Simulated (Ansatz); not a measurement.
## Band gap of LaGaO3 (R-3c) from density functionals to GW

Aim: the gap of LaGaO3 (R-3c) at several levels of theory on one structure, with the time that each takes.

Main program and level: Ansatz 0.2.0; density functionals, hybrids and G0W0, plane waves, PAW.

## (1) Set-up

Symmetry: R-3c, No. 167, trigonal system. Conventional cell: a = 5.543 Å, b = 5.543 Å, c = 13.433 Å, α = 90.00°, β = 90.00°, γ = 120.00°. Nearest to La lie 12 O at 2.47 to 3.08 Å. Nearest to Ga lie 6 O at 1.98 Å. Nearest to O lie 2 Ga at 1.98 Å and 4 La at 2.47 to 3.08 Å. Farther neighbours and most contacts between anions are not listed.

The cell and positions come from the Crystallography Open Database and are kept as given unless a step says otherwise. Spin-orbit coupling is left out unless a step names it. The default PAW set here is soft_2. Its files were made with PBE.

## (2) LDA on the 6×6×6 mesh

Levels along a band path and on the mesh show where this functional puts the band edges.

This step: DFT, LDA, plane waves, PAW.

The input, input.yaml:

```yaml
crystal:
  lattice:
    - [2.77145, 1.6000974035, 4.4776]
    - [-2.77145, 1.6000974035, 4.4776]
    - [0.0, -3.2001948071, 4.4776]
  atoms:
    - { symbol: La, position: [0.25, 0.25, 0.25] }
    - { symbol: La, position: [0.75, 0.75, 0.75] }
    - { symbol: Ga, position: [0.0, 0.0, 0.0] }
    - { symbol: Ga, position: [0.5, 0.5, 0.5] }
    - { symbol: O, position: [0.8048, 0.6952, 0.25] }
    - { symbol: O, position: [0.25, 0.8048, 0.6952] }
    - { symbol: O, position: [0.6952, 0.25, 0.8048] }
    - { symbol: O, position: [0.1952, 0.3048, 0.75] }
    - { symbol: O, position: [0.75, 0.1952, 0.3048] }
    - { symbol: O, position: [0.3048, 0.75, 0.1952] }
kpoints:
  mp_grid: { grid: [6, 6, 6] }
  band_path:
    path:
      - [[0.0, 0.0, 0.0], [0.5, 0.5, 0.5], [0.74819777, 0.25180223, 0.5]]
      - [[0.5, -0.25180223, 0.25180223], [0.5, 0.0, 0.0], [0.0, 0.0, 0.0], [0.37590111, -0.37590111, 0.0]]
      - [[0.62409889, 0.0, 0.37590111], [0.5, 0.0, 0.5], [0.0, 0.0, 0.0]]
    npoints: 10
hamiltonian:
  xc: lda
scf:
  occupations: { method: fermi_dirac, width: 0.02 }
  n_extra_bands: 7
output:
  eigenvalues: true
  write_density: true
  write_potential: true
  elf: true
  volumetric_format: npy
```

Run with:

```
$ ansatz run input.yaml --threads 3 --pin off --max-ram 92160MiB --backend cuda --events-out ev --progress --plain --runs-dir out --devices 1 --max-vram 13GiB
```

Numbers of over 12 decimals in the logs are rounded to 6 here.

The program printed:

```text
scf.n_extra_bands = 7 over 42 filled bands (N_el = 84.0): the run solves 49 bands
GPUs: using 1 of 1 available (devices: 1).
Engine: ansatz 0.2.0, x86_64-unknown-linux-gnu
Pseudopotentials: kind: paw
Pseudopotential: La, paw, valence charge 11, recommended cutoff 420 eV (normal), La.paw.azcp
Pseudopotential: Ga, paw, valence charge 13, recommended cutoff 420 eV (normal), Ga.paw.azcp
Pseudopotential: O, paw, valence charge 6, recommended cutoff 420 eV (normal), O.paw.azcp
Functional definition: SPW92
  exchange = slater_x
  correlation = pw_c
device memory: the entry about to start is reckoned to put 2.8 GiB on a device that reports 30.4 GiB free (of which the cap on the GPU budget leaves the run 13.0 GiB)
GPU FFT provider: cuFFT
GPU libraries: cuBLAS 13.8.2, cuFFT 12.4.0, cuSOLVER 12.3.4
Crystal: 10 atoms, lattice volume = 119.138 Å³
Basis set: ecut = 420 eV, 2319 PW (Γ)
Bands: 49, of which v1, the nominal top of the filled ones, is band 42 counted from 1 (41 counted from 0)
Symmetry: 12 space group operations
Space group: R-3c (ITA 167), of the structure as read, at distance tolerance 4.9e-5 Å
k-points: 32 of 216
Non-local potential: La, projectors of the file, l = 0: 3, l = 1: 2, l = 2: 2, l = 3: 3
Non-local potential: Ga, projectors of the file, l = 0: 2, l = 1: 2, l = 2: 3, l = 3: 1
Non-local potential: O, projectors of the file, l = 0: 2, l = 1: 2, l = 2: 1
PAW form: soft (Blöchl's): semilocal exchange-correlation on the pseudo side does not see the compensation charge
PAW frozen core: La, regenerated for the run's functional, and the local potential with it (the file was generated under x = pbe(κ = 0.804, μ = 0.219515), c = pbe(β = 0.066725))
PAW frozen core: Ga, regenerated for the run's functional, and the local potential with it (the file was generated under x = pbe(κ = 0.804, μ = 0.219515), c = pbe(β = 0.066725))
PAW frozen core: O, regenerated for the run's functional, and the local potential with it (the file was generated under x = pbe(κ = 0.804, μ = 0.219515), c = pbe(β = 0.066725))
PAW one-centre angular grid: La, 590 points (default); XC on 64 Gauss nodes
PAW one-centre angular grid: Ga, 590 points (default); XC on 64 Gauss nodes
PAW one-centre angular grid: O, 110 points (default); XC on 64 Gauss nodes
Initial density: superposition of atomic densities (neutral atoms: chi_scale 0, normalization atom), corrected by the library's trained network
Initial wavefunctions: pseudopotential atomic-orbital guess
GPU buffer pool allocated for 64000 grid points (all kernels)
GPU transforms: local potential and band sums: pruned to the plane-wave sphere, on 40×40×40
Functional: x = slater, c = lda
SCF iter   1: F=—  HF=-22910.690498 eV  |F-HF|=—  |Δ(HF+E_count)|=         —  Δρ=1.96e-2  dr2=4.16e-1  ethr=1.77e-3  ⟨swp⟩=5.4  Hψ=6300  notcnv=0
preconditioner: auto → Resta (q_TF=auto, 2.574 Å⁻¹)  ε∞=6.0  [insulator: Δε(μ)=3.322 eV  Ē_g=13.922 eV  σ=0.020 eV  W_gap=1.00  n_scr=26 (ndim 8)  ℏωp=31.2 eV  f_vac=0.000  D(μ)=0.00/eV (n_scr^D=0)  ε∞_Penn≈6.0]
SCF iter   2: F=—  HF=-22910.590445 eV  |F-HF|=—  |Δ(HF+E_count)|=   1.00e-1  Δρ=5.23e-3  dr2=1.11e-2  ethr=4.96e-4  ⟨swp⟩=4.1  Hψ=3648  notcnv=0
SCF iter   3: F=—  HF=-22910.587758 eV  |F-HF|=—  |Δ(HF+E_count)|=   2.69e-3  Δρ=2.31e-3  dr2=3.16e-3  ethr=1.32e-5  ⟨swp⟩=3.4  Hψ=3336  notcnv=0
SCF iter   4: F=—  HF=-22910.587039 eV  |F-HF|=—  |Δ(HF+E_count)|=   7.19e-4  Δρ=6.70e-4  dr2=2.15e-4  ethr=3.76e-6  ⟨swp⟩=2.3  Hψ=2707  notcnv=0
SCF iter   5: F=—  HF=-22910.586848 eV  |F-HF|=—  |Δ(HF+E_count)|=   1.92e-4  Δρ=1.34e-4  dr2=1.34e-5  ethr=2.56e-7  ⟨swp⟩=2.3  Hψ=2824  notcnv=0
SCF iter   6: F=—  HF=-22910.586883 eV  |F-HF|=—  |Δ(HF+E_count)|=   3.49e-5  Δρ=2.52e-5  dr2=5.43e-7  ethr=1.60e-8  ⟨swp⟩=2.8  Hψ=3067  notcnv=0
SCF iter   7: F=-22910.586883 eV  HF=-22910.586883 eV  |F-HF|=1.75e-9  |Δ(HF+E_count)|=   1.88e-9  Δρ=4.98e-6  dr2=2.17e-8  ethr=1.19e-10  ⟨swp⟩=6.3  Hψ=5748  notcnv=0
SCF 1 converged in 7 iterations: F = -22910.586883 eV  dr2 = 2.17e-8
[...]
device memory: the entry about to start is reckoned to put 2.7 GiB on a device that reports 30.7 GiB free (of which the cap on the GPU budget leaves the run 13.0 GiB)
NSCF: frozen V_eff on 73 k-points
SCF converged after 7 iterations
Free energy (F): -22910.586883 eV
Harris-Foulkes:  -22910.586883 eV  (|F-HF|=1.75e-9)
Internal energy: -22910.586883 eV  (E = F + TS)
E sigma→0 (E₀):  -22910.586883 eV
Fermi energy:    12.510155 eV
--- Per-component energies (eV) ---
  E_band       = 91.096955
  E_kinetic    = 1664.275610
  E_local      = -5973.315140  (includes V_loc(G=0)·N_el)
  E_nonlocal   = 1370.856862
  E_hartree    = 2611.182552
  E_xc         = -849.336106
  E_vxc        = -972.359438  (∫ρ·V_xc dr)
  E_paw        = -15218.524816  (= ΣΔE_a)
  E_vpaw       = -1220.743839  (= ΣTr[D̂ρ^β])
  E_aug_tail   = 0.014585  (compensation charges beyond the density's cutoff)
  E_ewald      = -6520.424351
  E_core_change = 4.683921  (= ΣΔE_core)
  E_smearing   = -0.000000  (= −TS)
  E_closure    = 0.000000  (closes the sum)
  Σ components = -22910.586883   (vs F -22910.586883, Δ=0.00e0)
--- Band table (eV; the first three rows and the last of 32) ---
  k-point 0: bands = [... 38 lower, 10.4500, 10.5415, 10.5415, 10.5858, 14.2341, 14.8577, 14.8577, 15.2060, ... 3 higher]
  k-point 1: bands = [... 38 lower, 10.3728, 10.4406, 10.5028, 10.5631, 14.6371, 14.9394, 14.9612, 15.1888, ... 3 higher]
  k-point 2: bands = [... 38 lower, 10.3253, 10.3559, 10.5613, 10.5668, 15.0753, 15.0974, 15.1573, 15.1652, ... 3 higher]
  k-point 31: bands = [... 38 lower, 10.2058, 10.2058, 10.2058, 10.2058, 15.2007, 15.2007, 15.2174, 15.2174, ... 3 higher]
```

The job ended after 12 s (1 × NVIDIA H100 80GB HBM3 (shared by 6 runs) with 3 threads of AMD EPYC 7R13 (Zen 3), shared host; peak memory 0.97 GiB).

In the SCF lines HF is the Harris–Foulkes energy and dr2 the Hartree energy of the density residual, in eV; the loop may stop once dr2 is under the threshold and the program's other checks hold. Hψ counts applications of the Hamiltonian.

This step gave:

| Property | Result |
| --- | --- |
| filled bands | 42 |
| gap | 3.499 eV |
| valence top at | k = (0.338, -0.338, 0.000) |
| conduction bottom at | Γ |
| least direct gap | 3.648 eV |

Over mesh and path the gap is 3.499 eV, from k = (0.338, -0.338, 0.000) to k = Γ. The least direct gap found is 3.648 eV, at k = Γ.

## (3) LDA+SOC on the 6×6×6 mesh

This run has two-component orbitals with spin-orbit coupling.

This step: DFT, LDA with spin-orbit coupling, plane waves, PAW.

input.yaml, the sections that differ from step 2:

```yaml
kpoints:
  mp_grid: { grid: [6, 6, 6] }
  band_path:
    path:
      - [0.0, 0.0, 0.0]
      - [0.5, 0.5, 0.5]
      - [0.74819777, 0.25180223, 0.5]
      - [0.5, -0.25180223, 0.25180223]
      - [0.5, 0.0, 0.0]
      - [0.37590111, -0.37590111, 0.0]
      - [0.62409889, 0.0, 0.37590111]
      - [0.5, 0.0, 0.5]
      - [0.338310999, -0.338310999, 0.0]
    npoints: 1
scf:
  occupations: { method: fixed }
  n_extra_bands: 14
magnetization:
  noncollinear: true
  spin_orbit: true
output:
  eigenvalues: true
# crystal, hamiltonian: as in step 2
```

The program printed:

```text
[...]
GPUs: using 1 of 1 available (devices: 1).
[...]
non-collinear run that drives no moment, with spin-orbit: no starting moment large enough to seed its density (crystal.atoms[].spin), no starting occupations that ask for one, no magnetisation constraint and no magnetic field, so the semilocal B_xc is pinned to zero
[...]
GPU FFT provider: cuFFT
GPU libraries: cuBLAS 13.8.2, cuFFT 12.4.0, cuSOLVER 12.3.4
Crystal: 10 atoms, lattice volume = 119.138 Å³
Basis set: ecut = 420 eV, 2319 PW (Γ)
Bands: 98, of which v1, the nominal top of the filled ones, is band 84 counted from 1 (83 counted from 0)
Symmetry: 12 space group operations + 12 with time reversal
[...]
k-points: 32 of 216
Projection manifold: j_resolved (fully-relativistic pseudo-atomic orbitals)
[...]
GPU buffer pool allocated for 64000 grid points (all kernels)
[...]
site 5: m = (+0.0000, +0.0000, +0.0000) μB, |m| = 0.0000 μB  (R = 0.82 Å)
  site 6: m = (+0.0000, +0.0000, +0.0000) μB, |m| = 0.0000 μB  (R = 0.82 Å)
  site 7: m = (+0.0000, +0.0000, +0.0000) μB, |m| = 0.0000 μB  (R = 0.82 Å)
  site 8: m = (+0.0000, +0.0000, +0.0000) μB, |m| = 0.0000 μB  (R = 0.82 Å)
  site 9: m = (+0.0000, +0.0000, +0.0000) μB, |m| = 0.0000 μB  (R = 0.82 Å)
Free energy (F): -22920.984258 eV
[...]
Internal energy: -22920.984258 eV  (E = F + TS)
E sigma→0 (E₀):  -22920.984258 eV
Fermi energy:    10.735990 eV
[...]
--- Band table (eV; the first three rows and the last of 32) ---
  k-point 0: bands = [... 80 lower, 10.5431, 10.5431, 10.6062, 10.6062, 14.2351, 14.2351, 14.8479, 14.8479, ... 10 higher]
  k-point 1: bands = [... 80 lower, 10.4961, 10.4961, 10.5827, 10.5827, 14.6383, 14.6383, 14.9336, 14.9336, ... 10 higher]
  k-point 2: bands = [... 80 lower, 10.5468, 10.5468, 10.5892, 10.5892, 15.0413, 15.0413, 15.0641, 15.0641, ... 10 higher]
  k-point 31: bands = [... 80 lower, 10.2367, 10.2367, 10.2367, 10.2367, 15.1491, 15.1491, 15.1491, 15.1491, ... 10 higher]
[key lines of the parts left out:]
SCF converged after 9 iterations
Magnetization: |M| = 0.0000 μB,  M = (+0.0000, +0.0000, +0.0000) μB
```

Run time: 14 s. Hardware: 1 × NVIDIA H100 80GB HBM3 (shared by 6 runs) with 3 threads; peak memory 1.1 GiB.

This step gave:

- gap: 3.499 eV
- valence top at: k = (0.338, -0.338, 0.000)
- conduction bottom at: Γ
- least direct gap: 3.629 eV

Over mesh and listed points the gap is 3.499 eV, from k = (0.338, -0.338, 0.000) to k = Γ. The least direct gap found is 3.629 eV, at k = Γ. LDA+SOC against LDA: 3.499 − 3.499 = +0.000 eV, with the same mesh, set of files (read in its fully relativistic form for the spin-orbit run) and cutoff, and both edges at the same k points. The spin-orbit run sees mesh and listed points alone, so its gap is an upper bound: the coupling can move an edge off these points, and the change over the zone, its sign included where it is small, is not known.

## (4) r2SCAN on the 6×6×6 mesh

r2SCAN is a meta-GGA: it depends on the kinetic-energy density as well as on the density and its gradient.

This step: DFT, r2SCAN, plane waves, PAW.

input.yaml, as its differences from that of step 3:

```diff
@@ -31,9 +31,6 @@
 hamiltonian:
-  xc: lda
+  xc: r2scan
 scf:
   occupations: { method: fixed }
-  n_extra_bands: 14
-magnetization:
-  noncollinear: true
-  spin_orbit: true
+  n_extra_bands: 7
 output:
```

The program printed:

```text
[...]
GPUs: using 1 of 1 available (devices: 1).
[...]
GPU FFT provider: cuFFT
GPU libraries: cuBLAS 13.8.2, cuFFT 12.4.0, cuSOLVER 12.3.4
Crystal: 10 atoms, lattice volume = 119.138 Å³
Basis set: ecut = 500 eV, 3035 PW (Γ), exchange–correlation on 180×180×180 points (64 copies of the dense FFT grid, shifted against one another)
[...]
--- Band table (eV; the first three rows and the last of 32) ---
  k-point 0: bands = [... 38 lower, 10.5139, 10.6316, 10.6316, 10.6586, 15.1664, 15.5405, 15.5405, 15.9659, ... 3 higher]
  k-point 1: bands = [... 38 lower, 10.4567, 10.5149, 10.5804, 10.6359, 15.5577, 15.6353, 15.6659, 15.9459, ... 3 higher]
  k-point 2: bands = [... 38 lower, 10.4008, 10.4301, 10.6330, 10.6398, 15.8128, 15.8300, 15.9216, 15.9241, ... 3 higher]
  k-point 31: bands = [... 38 lower, 10.2740, 10.2740, 10.2740, 10.2740, 15.9684, 15.9684, 15.9684, 15.9684, ... 3 higher]
[key lines of the parts left out:]
SCF converged after 7 iterations
Free energy (F): -23535.409342 eV
Fermi energy:    10.803819 eV
```

Wall time 9.2 s (1 × NVIDIA H100 80GB HBM3 (shared by 6 runs) with 3 threads); peak memory 1.2 GiB; 11 s of CPU time.

Numbers from this step:

| Item | Value |
| --- | --- |
| gap | 4.362 eV |
| valence top at | k = (0.338, -0.338, 0.000) |
| conduction bottom at | Γ |
| least direct gap | 4.508 eV |

Over mesh and listed points the gap is 4.362 eV, from k = (0.338, -0.338, 0.000) to k = Γ. The least direct gap found is 4.508 eV, at k = Γ. r2SCAN against LDA: 4.362 − 3.499 = +0.863 eV. The runs also differ in plane-wave cutoff (420 eV and 500 eV), so how much of this comes from the functional alone is not known.

## (5) HSE06 on the 4×4×4 mesh

HSE06 mixes in a quarter of exact exchange at short range.

This step: DFT, HSE06, plane waves, PAW.

input.yaml, as its differences from that of step 4:

```diff
@@ -17,3 +17,3 @@
 kpoints:
-  mp_grid: { grid: [6, 6, 6] }
+  mp_grid: { grid: [4, 4, 4] }
   band_path:
@@ -31,3 +31,3 @@
 hamiltonian:
-  xc: r2scan
+  xc: hse06
 scf:
@@ -37 +37,5 @@
   eigenvalues: true
+  write_density: true
+  write_potential: true
+  elf: true
+  volumetric_format: npy
```

The program printed:

```text
[...]
GPUs: using 1 of 1 available (devices: 1).
[...]
davidson cushion auto → on  (no smearing: the cushion is to keep the highest requested band from converging to the state above it; pin scf.eigensolver.cushion to override)
[...]
GPU FFT provider: cuFFT
GPU libraries: cuBLAS 13.8.2, cuFFT 12.4.0, cuSOLVER 12.3.4
Crystal: 10 atoms, lattice volume = 119.138 Å³
Basis set: ecut = 420 eV, 2319 PW (Γ)
[...]
Fermi energy:    10.047655 eV
[...]
--- Band table (eV; the first three rows and the last of 13) ---
  k-point 0: bands = [... 38 lower, 9.7665, 9.9067, 9.9067, 9.9232, 15.4437, 15.8742, 15.8742, 16.5633, ... 3 higher]
  k-point 1: bands = [... 38 lower, 9.6479, 9.7297, 9.8557, 9.8881, 16.2490, 16.3386, 16.4360, 17.1974, ... 3 higher]
  k-point 2: bands = [... 38 lower, 9.6508, 9.6508, 9.9067, 9.9067, 17.0783, 17.0783, 17.1364, 17.1364, ... 3 higher]
  k-point 12: bands = [... 38 lower, 9.5157, 9.5157, 9.5157, 9.5157, 17.2089, 17.2089, 17.2089, 17.2089, ... 3 higher]
[key lines of the parts left out:]
Free energy (F): -23491.862509 eV
```

Elapsed: 56 s, on 1 × NVIDIA H100 80GB HBM3 (shared by 6 runs) with 3 threads; peak memory 1.5 GiB; 1.8 min of CPU time.

Numbers from this step:

```yaml
gap: 5.384 eV
valence_top_at: k = (0.338, -0.338, 0.000)
conduction_bottom_at: Γ
least_direct_gap: 5.520 eV
exact_exchange_fraction: 0.25
```

Over mesh and listed points the gap is 5.384 eV, from k = (0.338, -0.338, 0.000) to k = Γ. The least direct gap found is 5.520 eV, at k = Γ. On the 4×4×4 mesh alone the same run gives 5.396 eV, so that mesh misses an edge of HSE06: 5.396 − 5.384 = +0.012 eV. HSE06 against LDA: 5.384 − 3.499 = +1.885 eV. The runs also differ in mesh (6×6×6 and 4×4×4), so how much of this comes from the functional alone is not known.

## (6) PBE0 on the 4×4×4 mesh

PBE0 mixes in a quarter of exact exchange at all distances.

This step: DFT, PBE0, plane waves, PAW.

input.yaml, as its differences from that of step 5:

```diff
@@ -31,3 +31,3 @@
 hamiltonian:
-  xc: hse06
+  xc: pbe0
 scf:
@@ -37,5 +37 @@
   eigenvalues: true
-  write_density: true
-  write_potential: true
-  elf: true
-  volumetric_format: npy
```

The program printed:

```text
[...]
GPUs: using 1 of 1 available (devices: 1).
[...]
GPU FFT provider: cuFFT
GPU libraries: cuBLAS 13.8.2, cuFFT 12.4.0, cuSOLVER 12.3.4
Crystal: 10 atoms, lattice volume = 119.138 Å³
Basis set: ecut = 420 eV, 2319 PW (Γ)
Bands: 49, of which v1, the nominal top of the filled ones, is band 42 counted from 1 (41 counted from 0)
Symmetry: 12 space group operations
[...]
k-points: 13 of 64
[...]
Fermi energy:    9.657665 eV
[...]
--- Band table (eV; the first three rows and the last of 13) ---
  k-point 0: bands = [... 38 lower, 9.3803, 9.5232, 9.5232, 9.5365, 15.7893, 16.2377, 16.2377, 16.9299, ... 3 higher]
  k-point 1: bands = [... 38 lower, 9.2614, 9.3428, 9.4673, 9.4999, 16.6166, 16.6982, 16.8077, 17.5828, ... 3 higher]
  k-point 2: bands = [... 38 lower, 9.2620, 9.2620, 9.5170, 9.5170, 17.4669, 17.4669, 17.5252, 17.5252, ... 3 higher]
  k-point 12: bands = [... 38 lower, 9.1254, 9.1254, 9.1254, 9.1254, 17.5987, 17.5987, 17.5987, 17.5987, ... 3 higher]
[key lines of the parts left out:]
Free energy (F): -23490.313415 eV
```

The job ended after 49 s (1 × NVIDIA H100 80GB HBM3 (shared by 6 runs) with 3 threads; peak memory 1.5 GiB).

This step gave:

| Property | Result |
| --- | --- |
| gap | 6.118 eV |
| valence top at | k = (0.338, -0.338, 0.000) |
| conduction bottom at | Γ |
| least direct gap | 6.253 eV |
| exact-exchange fraction | 0.25 |

Over mesh and listed points the gap is 6.118 eV, from k = (0.338, -0.338, 0.000) to k = Γ. The least direct gap found is 6.253 eV, at k = Γ. On the 4×4×4 mesh alone the same run gives 6.132 eV, so that mesh misses an edge of PBE0: 6.132 − 6.118 = +0.014 eV. PBE0 against HSE06: 6.118 − 5.384 = +0.734 eV, with the same mesh, files and cutoff, and both edges at the same k points.

(Part 1 of 2 ends here.)

[Paths, hosts, dates, memory and timing lines, banners, echoed tables and standing remarks are left out of the program output.]

[Logs are printed without paths, hosts, clocks, repeated set-up lines and the standing remarks that a program may print on its own settings, such as how far it seeks lower states.]

[Runs of the session that timed out or met a known fault of the program may be left out.]

[Cells called generated may have been cut or substituted from an entry of the Crystallography Open Database or the Materials Project.]

[Hosts, paths, dates, database ids (printed as entryN), source tags and the programs' standing remarks are cut or masked in the printed files.]

[Where an RPA ε∞ is given, it is that of the G0W0 mesh and is not shown converged in it. Names of k-points follow the symmetry that the program found, which can be lower than the space group named. Band edges on a path are those of the sampled points; other points can move an edge, and change direct to indirect where valleys lie close.]

[Hybrid gaps are those of their k-mesh and are not shown converged in it.]
